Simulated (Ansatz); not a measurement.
# CaI2 monolayer (1T): from the cell to its phonons, part 2 of 2

Wanted: phonon frequencies of CaI2 monolayer (1T) and what follows from them.

Ansatz 0.2.0; DFT LDA, scalar-relativistic, plane waves, PAW; PAW set soft_1.

So far. Step 3 (Tight relaxation): The largest force component left is 0.26 meV/Å, within the tolerances set. Step 4 (Zone-centre response): Before it was imposed, the acoustic sum rule was missed by 8.3e-5 eV/Å² and the charge sum rule by 0.0021 e. Small misses are needed for a sound result but don't prove that mesh and cutoff are converged. The lowest optical mode is real, 71.5 cm⁻¹.

### Step 5. Phonons on a q mesh

Stability and thermal properties need the whole zone. Linear response on a 3×3×1 q mesh gives force constants as far as a supercell of that size would, and the tensors from the zone-centre run are typed in so that the long-range dipole term is interpolated apart.

Contents of input.yaml:

```yaml
crystal:
  lattice:
    - [4.3461027275, 0.0, 0.0]
    - [-2.1730513637, 3.7638353694, 0.0]
    - [0.0, 0.0, 30.4]
  atoms:
    - { symbol: Ca, position: [0.0, 0.0, 0.3289473684] }
    - { symbol: I, position: [0.3333333333, 0.6666666667, 0.3866063898] }
    - { symbol: I, position: [0.6666666667, 0.3333333333, 0.2712883471] }
  periodic: [true, true, false]
kpoints:
  mp_grid: { grid: [6, 6, 1] }
hamiltonian:
  xc: lda
  pseudopotentials: { kind: paw, azcp: { folder: soft_1 }, xc_functional: pbe }
scf:
  occupations: { method: fixed }
output:
  eigenvalues: true
phonons:
  method: dfpt
  qmesh: [3, 3, 1]
  temperatures: { t_max: 1000, t_step: 50 }
  qpath:
    path:
      - [0.0, 0.0, 0.0]
      - [0.5, 0.0, 0.0]
      - [0.33333333, 0.33333333, 0.0]
      - [0.0, 0.0, 0.0]
    npoints: 10
  isolated: true
  non_analytic_term:
    high_frequency_dielectric_tensor: [[1.707, 0.0, 0.0], [0.0, 1.707, 0.0], [0.0, 0.0, 1.1702]]
    born_effective_charges:
      - { species: Ca, tensor: [[2.4215, 0.0, 0.0], [0.0, 2.4215, 0.0], [0.0, 0.0, 0.412]] }
      - { species: I, tensor: [[-1.2108, 0.0, 0.0], [0.0, -1.2108, 0.0], [0.0, 0.0, -0.206]] }
      - { species: I, tensor: [[-1.2108, 0.0, 0.0], [0.0, -1.2108, 0.0], [0.0, 0.0, -0.206]] }
    source: "zone-centre run at this cell"
```

Launch:

```bash
$ ansatz run input.yaml --threads 4 --pin off --max-ram 16384MiB --backend cpu --events-out ev --progress --plain --runs-dir out
```

Run time: 4.7 min. Hardware: 4 threads of Arm Neoverse N1, shared host; peak memory 1.4 GiB; 18 min of CPU time.

This step gave:

```
sum-rule residual before enforcement                    : 1.43e-4 eV/Å²
lowest frequency on the path                            : -0.8400 cm⁻¹
highest frequency on the path or at a solved wavevector : 234.8 cm⁻¹
lowest mode on the q mesh (acoustic modes at Γ apart)   : 27.16 cm⁻¹
```

Frequencies (cm⁻¹) solved at each irreducible wavevector; negative means imaginary. Frequencies by wavevector, by row:

```csv
q in reciprocal lattice units,star,mode 1,mode 2,mode 3,mode 4,mode 5,mode 6,mode 7,mode 8,mode 9
0 0 0,1,0,0,0,71.5,71.5,92.1,166.9,166.9,234.8
0 0.3333 0,6,27.2,38.5,59.7,71.1,83.1,89.9,168.5,178,219.9
0.3333 0.3333 0,2,36.6,64.1,64.1,76.5,76.5,87.5,165.4,195.7,195.7
```

Interpolated from a 3×3×1 q mesh, with the LO-TO term (at Γ the limit along the path; where Γ stands inside the path, tables give the limit on arrival). Phonon branches along the path, in cm⁻¹:

```csv
point,branch 1,branch 2,branch 3,branch 4,branch 5,branch 6,branch 7,branch 8,branch 9
Γ,0,0,0,72,72,92,167,167,235
halfway,18,31,49,71,82,90,169,194,216
M,38,45,69,71,79,93,163,166,227
halfway,36,53,67,74,77,90,164,176,216
K,37,64,64,76,76,88,165,196,196
halfway,21,39,52,74,80,89,169,194,210
Γ,0,0,0,72,72,92,167,167,235
```

The phonon density of states has structure finer than the step of the table below, so its rows give means over 10 cm⁻¹, whole bins alone (the curve runs from -1 to 235 cm⁻¹). Peaks (cm⁻¹: height): 35.0: 0.111, 65.0: 0.0900, 71.0: 0.186, 89.0: 0.272, 165.0: 0.173, 169.0: 0.211, 211.0: 0.0762.

Tetrahedra on a 18×18×1 mesh, mean over bins of 2 cm-1. Interpolated from a 3×3×1 q mesh. Table of phonon density of states by wavenumber; means over each step:

```csv
wavenumber (cm⁻¹),phonon density of states (1/cm⁻¹/cell)
10,0.0186
20,0.0311
30,0.0589
40,0.0604
50,0.0456
60,0.0521
70,0.115
80,0.113
90,0.1000
100,0
110,0
120,0
130,0
140,0
150,0
160,0.0251
170,0.0955
180,0.0306
190,0.0249
200,0.0206
210,0.0495
220,0.0456
230,0.00814
```

The partial phonon density of states has structure finer than the step of the table below, so its rows give means over 5 cm⁻¹, whole bins alone (the curve runs from -12.8 to 252 cm⁻¹). Peaks (cm⁻¹: height): Ca 35.5: 0.0141, 168.6: 0.115, 213.5: 0.0535; I 35.5: 0.0834, 72.1: 0.165, 90.4: 0.156.

Phonopy on the run's constants, 15x15x1 mesh, Gaussian sigma 2.0 cm-1. Interpolated from a 3×3×1 q mesh. Partial phonon density of states against wavenumber; means over each step; values in 1/cm⁻¹/cell:

```csv
wavenumber (cm⁻¹),Ca,I
-10,1.5e-5,1.0e-4
-5,6.8e-4,0.00440
0,0.00131,0.00846
5,0.00119,0.00776
10,0.00230,0.0150
15,0.00322,0.0210
20,0.00360,0.0234
25,0.00548,0.0354
30,0.00756,0.0470
35,0.0125,0.0746
40,0.00715,0.0464
45,0.00636,0.0463
50,0.00486,0.0377
55,0.00413,0.0359
60,0.00409,0.0422
65,0.00454,0.0595
70,0.00217,0.117
75,4.8e-4,0.155
80,5.8e-4,0.121
85,1.7e-4,0.0632
90,1.7e-4,0.130
95,3.7e-5,0.0347
100,0,6.7e-4
105,0,0
110,0,0
115,0,0
120,0,0
125,0,0
130,0,0
135,0,0
140,0,0
145,0,0
150,0,0
155,1.9e-4,3.5e-5
160,0.0183,0.00346
165,0.0909,0.0158
170,0.0883,0.0138
175,0.0312,0.00470
180,0.0288,0.00417
185,0.0362,0.00508
190,0.0281,0.00392
195,0.0199,0.00272
200,0.00782,9.6e-4
205,0.0221,0.00247
210,0.0369,0.00390
215,0.0432,0.00444
220,0.0301,0.00275
225,0.0286,0.00262
230,0.0143,0.00135
235,0.00267,3.8e-4
240,1.1e-4,1.5e-5
245,0,0
```

Symmetry leaves 3 wavevectors to solve. The lowest mode among them, the acoustic zeros apart, lies at q = (0, 0.333, 0) and is real, 27.2 cm⁻¹.

### Step 6. Another isotope

An isotope changes the mass and not the force constants, so no new electronic calculation is needed; the shifts show which modes move this element.

The same force constants with the mass of Ca changed from 40.078 to 47.953 u (phonopy, no LO-TO term). Both lists are sorted by frequency; levels can cross, so a row need not hold one and the same mode. Modes under 3 cm⁻¹ are left out. Isotope shifts, by row:

```csv
q,rank,natural mass (cm⁻¹),changed mass (cm⁻¹)
0 0 0,4,71.48,71.48
0 0 0,5,71.48,71.48
0 0 0,6,92.07,92.07
0 0 0,7,166.9,154.7
0 0 0,8,166.9,154.7
0 0 0,9,234.8,217.5
0 0.3333 0,1,27.15,26.78
0 0.3333 0,2,38.51,38.04
0 0.3333 0,3,59.7,59.21
0 0.3333 0,4,71.12,71.11
0 0.3333 0,5,83.08,83.07
0 0.3333 0,6,89.92,89.92
0 0.3333 0,7,168.5,156
0 0.3333 0,8,178,165
0 0.3333 0,9,219.9,202.7
0.3333 0.3333 0,1,36.64,36.08
0.3333 0.3333 0,2,64.06,63.49
0.3333 0.3333 0,3,64.06,63.49
0.3333 0.3333 0,4,76.53,76.53
0.3333 0.3333 0,5,76.53,76.53
0.3333 0.3333 0,6,87.53,87.53
0.3333 0.3333 0,7,165.4,153.6
0.3333 0.3333 0,8,195.7,180.5
0.3333 0.3333 0,9,195.7,180.5
```

A mode of this element alone would shift by -8.58 %. The highest zone-centre frequency without the field goes from 234.8 to 217.5 cm⁻¹ (-7.4 %). The product of the frequency ratios over all optical modes at Γ is 0.795; the product rule, (m/m′)^(3k/2) (M′/M)^(3/2) with k = 1 such atoms and M the mass of the cell, gives 0.795.

### Step 7. Results

```yaml
space_group_after_relaxation_within_0p01_a: P-3m1
area_per_atom: 5.45 Å²
gap_on_the_k_mesh: 3.54 eV
highest_optical_mode_at_the_zone_centre_no_lo_to_term: 235 cm⁻¹
lowest_optical_zone_centre_mode: 71.5 cm⁻¹
largest_born_charge_third_of_the_trace: 1.75 e
lowest_mode_on_the_q_mesh_acoustic_modes_at_gamma_apart: 27.2 cm⁻¹
highest_frequency_on_the_path_or_at_a_solved_wavevector: 235 cm⁻¹
imaginary_modes_on_the_3x3x1_q_mesh: none
```

The structure is a minimum as far as tested: no mode is imaginary at the 3 irreducible wavevectors of the 3×3×1 mesh, and the softest away from the acoustic zeros lies at 27 cm⁻¹. Without the field, the optical modes at Γ span 71 to 235 cm⁻¹. The highest mode in this list at Γ, 234.8 cm⁻¹, is mostly motion of Ca (86 % of the kinetic energy). The strongest infrared line is at 167 cm⁻¹. Averaged over orientations, the strongest Raman line at 532 nm and 300 K is at 72 cm⁻¹. In a sheet or slab the interpolated bending branch near Γ is rough, since the rotational sum rule isn't imposed. Dielectric tensors refer to the cell with its vacuum. Spin-orbit coupling is left out, which can matter for the heavy elements here. The PAW files were made for PBE and serve the other functionals too. The starting cell was built on a prototype and not taken from a measurement. These are harmonic frequencies at zero temperature: anharmonic shifts, linewidths and thermal expansion are left out.

[Logs are printed without paths, hosts, clocks, repeated set-up lines and the standing remarks that a program may print on its own settings, such as how far it seeks lower states.]

[Hosts, paths, dates, database ids (printed as entryN), source tags and the programs' standing remarks are cut or masked in the printed files.]
